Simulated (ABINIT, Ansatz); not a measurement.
# CsAsF6 (R-3): G0W0 on several meshes in ABINIT, part 2 of 2

How does the mesh move the gap of CsAsF6 (R-3)?

ABINIT 10.8.3; PBEsol and many-body steps on it, plane waves. Known limits of the many-body steps: not at the basis limit; no spin-orbit coupling; coarse k mesh.

So far. Step 4 (2×2×2): The gap on the mesh goes from 5.68 eV to 10.35 eV, a correction of +4.67 eV. Step 5 (Empty states on the mesh, 4×4×4 mesh, 221 bands): On this mesh the gap is 5.678 eV.

## Step 7: 4×4×4

This step: G0W0 on PBEsol, plane waves, norm-conserving pseudopotentials.

run.abi

```
acell 3*1.0 Angstrom
rprim 
  3.855859826403 2.226181708716 2.622049894613
  -3.855859826403 2.226181708716 2.622049894613
  -0.000000000000 -4.452363417478 2.622049894574
ntypat 3
znucl 55 33 9
natom 8
typat 1 2 3 3 3 3 3 3
xred 
  0.500000000000 0.500000000000 0.500000000000
  -0.000000000000 -0.000000000000 -0.000000000000
  0.189597360000 0.275478300000 0.922344570000
  0.275478300000 0.922344570000 0.189597360000
  0.077655430000 0.810402640000 0.724521700000
  0.724521700000 0.077655430000 0.810402640000
  0.810402640000 0.724521700000 0.077655430000
  0.922344570000 0.189597360000 0.275478300000
pp_dirpath "pseudos"
pseudos "Cs.upf, As.upf, F.upf"
ecut 44
ngkpt 4 4 4
nshiftk 1
shiftk 0 0 0
kptopt 1
chksymbreak 0
istwfk *1
occopt 1
irdwfk 1
optdriver 4
nband 201
gwcalctyp 0
ecutsigx 44
symsigma 1
nkptgw 1
kptgw 
  0.0000000000 0.0000000000 0.0000000000
bdgw 
  35 39
ecuteps 5.2
irdscr 1
ppmodel 1
indata_prefix "in"
outdata_prefix "out"
tmpdata_prefix "tmp"
```

Command:

```sh
> OMP_NUM_THREADS=1 mpirun -n 8 abinit run.abi > log
```

Numbers of over 12 decimals in the logs are rounded to 6 here.

The program printed:

```text
.Version 10.8.3 of ABINIT. v10.8.2 released Aug 2026.

 Symmetries : space group R-3 (#148); Bravais hR (rhombohedral)
[... echo of the input left out ...]
== DATASET  1 ==================================================================
-   mpi_nproc: 8, omp_nthreads: 1 (-1 if OMP is not activated)

--- !DatasetInfo
iteration_state: {dtset: 1, }
dimensions: {natom: 8, nkpt: 14, mband: 201, nsppol: 1, nspinor: 1, nspden: 1, mpw: 12752, }
cutoff_energies: {ecut:  44.0, pawecutdg:  -1.0, }
electrons: {nelect:   7.40000000E+01, charge:   0.00000000E+00, occopt:   1.00000000E+00, tsmear:   1.00000000E-02, }

 SIGMA: Calculation of the GW corrections

 Based on a program developped by R.W. Godby, V. Olevano, G. Onida, and L. Reining.
 Incorporated in ABINIT by V. Olevano, G.-M. Rignanese, and M. Torrent.
.Using double precision arithmetic ; gwpc =  8

[... cell and pseudopotentials left out ...]
--------------------------------------------------------------------------------

 ==== K-mesh for the wavefunctions ====
 Number of points in the irreducible wedge :    14
[... list of points left out ...]
 Together with  6 symmetry operations and time-reversal symmetry
 yields    64 points in the full Brillouin Zone.

 ==== Q-mesh for screening function ====
 Number of points in the irreducible wedge :    14
[... list of points left out ...]
 Together with  6 symmetry operations and time-reversal symmetry
 yields    64 points in the full Brillouin Zone.

 vcoul_init : cutoff-mode = AUXILIARY_FUNCTION
 q-points for optical limit:   1
     1)      0.000010    0.000020    0.000030
 setmesh: FFT mesh size selected  =    60x   60x   60
          total number of points  =       216000

 Number of electrons calculated from density =   74.0000; Expected =   74.0000
[...]
number of q-points in IBZ                          14
 number of symmetry operations                       6
 number of k-points in BZ                           64
 number of q-points in BZ                           64
 number of frequencies for dSigma/dE                 9
 frequency step for dSigma/dE [eV]                0.25
 number of omega for Sigma on real axis              0
 max omega for Sigma on real axis  [eV]           0.00
 zcut for avoiding poles [eV]                     0.10

 EPSILON^-1 parameters (SCR file):
 dimension of the eps^-1 matrix on file            497
 dimension of the eps^-1 matrix used               497
 number of plane-waves for wavefunctions         12717
 number of bands                                   201
 number of q-points in IBZ                          14
 number of frequencies                               2
 number of real frequencies                          1
 number of imag frequencies                          1

 matrix elements of self-energy operator (all in [eV])

 Perturbative Calculation

--- !SelfEnergy_ee
iteration_state: {dtset: 1, }
kpoint     : [   0.000,    0.000,    0.000, ]
spin       : 1
KS_gap     :    5.678
QP_gap     :   10.459
Delta_QP_KS:    4.781
data: !SigmaeeData |
     Band     E0 <VxcDFT>   SigX SigC(E0)      Z dSigC/dE  Sig(E)    E-E0       E
       35  -1.889 -22.522 -30.736   5.318   0.812  -0.231 -24.874  -2.352  -4.240
       36  -1.889 -22.522 -30.736   5.318   0.812  -0.231 -24.874  -2.352  -4.240
       37  -1.636 -22.969 -31.215   5.387   0.812  -0.232 -25.290  -2.320  -3.956
       38   4.042 -18.327 -13.463  -2.012   0.863  -0.159 -15.867   2.460   6.503
       39   8.175 -11.626  -6.809  -2.688   0.883  -0.132  -9.745   1.881  10.056

== END DATASET(S) ==============================================================
================================================================================

 -outvars: echo values of variables after computation  --------
           etotal      0.0000000000E+00
            nband         201
             nkpt          14
          spgroup         148
 [... the other variables as echoed above ...]

 Calculation completed.
```

Elapsed: 23 s, on 8 MPI ranks of Arm Neoverse V2, shared host; peak memory 5.7 GiB.

This step gave:

| Property | Result |
| --- | --- |
| G0W0 gap on the points computed | 10.46 eV |
| starting gap on the mesh | 5.678 eV |
| k of the valence top | 0, 0, 0 |
| k of the conduction bottom | 0, 0, 0 |
| Z at the valence top | 0.812 |
| Z at the conduction bottom | 0.863 |
| least direct G0W0 gap on the computed points | 10.46 eV |

Against G0W0 in ABINIT (2×2×2 mesh, 201 bands, screening to 141.5 eV, Godby-Needs plasmon pole), the gap moves by +0.109 eV.

## Step 8: The runs together

Times are wall times on 8 MPI ranks of Arm Neoverse V2, shared host, good to a factor of about two. A run's time includes the screening step that it read.

| run | mesh | bands | screening cutoff (eV) | DFT gap (eV) | gap on the mesh (eV) | direct (eV) | ε∞ used | time |
| --- | --- | --- | --- | --- | --- | --- | --- | --- |
| 2×2×2 | 2×2×2 | 201 | 141.5 | 5.678 | 10.350 | 10.350 | 2.02 | 82 s |
| 4×4×4 | 4×4×4 | 201 | 141.5 | 5.678 | 10.459 | 10.459 | 2.01 | 15 min |

## Step 9: What came out

```
2×2×2        : 10.350 eV
4×4×4        : 10.459 eV
known limits : not at the basis limit; no spin-orbit coupling; coarse k mesh
```

In words: 4×4×4: +0.109 eV against 2×2×2. Bands and cutoff are finite, so the gap is not at the basis limit. The miss can reach some tenths of an eV and take either sign; the mesh is an error of its own. In the first G0W0 run levels were corrected at 1 k point alone, so a gap called «on the mesh» is the least over those, and an edge elsewhere would be missed. The 2×2×2 mesh is coarse for this cell, which bears on the long-range parts of exchange and screening. The many-body steps are scalar-relativistic: spin-orbit coupling is not in them.

[Paths, hosts, dates, memory and timing lines, banners, echoed tables and standing remarks are left out of the program output.]

[Logs are printed without paths, hosts, clocks, repeated set-up lines and the standing remarks that a program may print on its own settings, such as how far it seeks lower states.]

[Runs of the session that timed out or met a known fault of the program may be left out.]

[No measured gap is set beside runs whose start may be inverted or whose files or cutoffs have a known fault.]

[Hosts, paths, dates, database ids (printed as entryN), source tags and the programs' standing remarks are cut or masked in the printed files.]

[G0W0 gaps are taken among the corrected bands and points alone; a level outside them can change the order at an edge.]

[Where Ansatz stands beside ABINIT at settings called matched, ABINIT's density can come from a denser mesh and the files from another edition; pairs whose starting gaps differed by over 0.03 eV were left out, so agreement reads better than it is.]
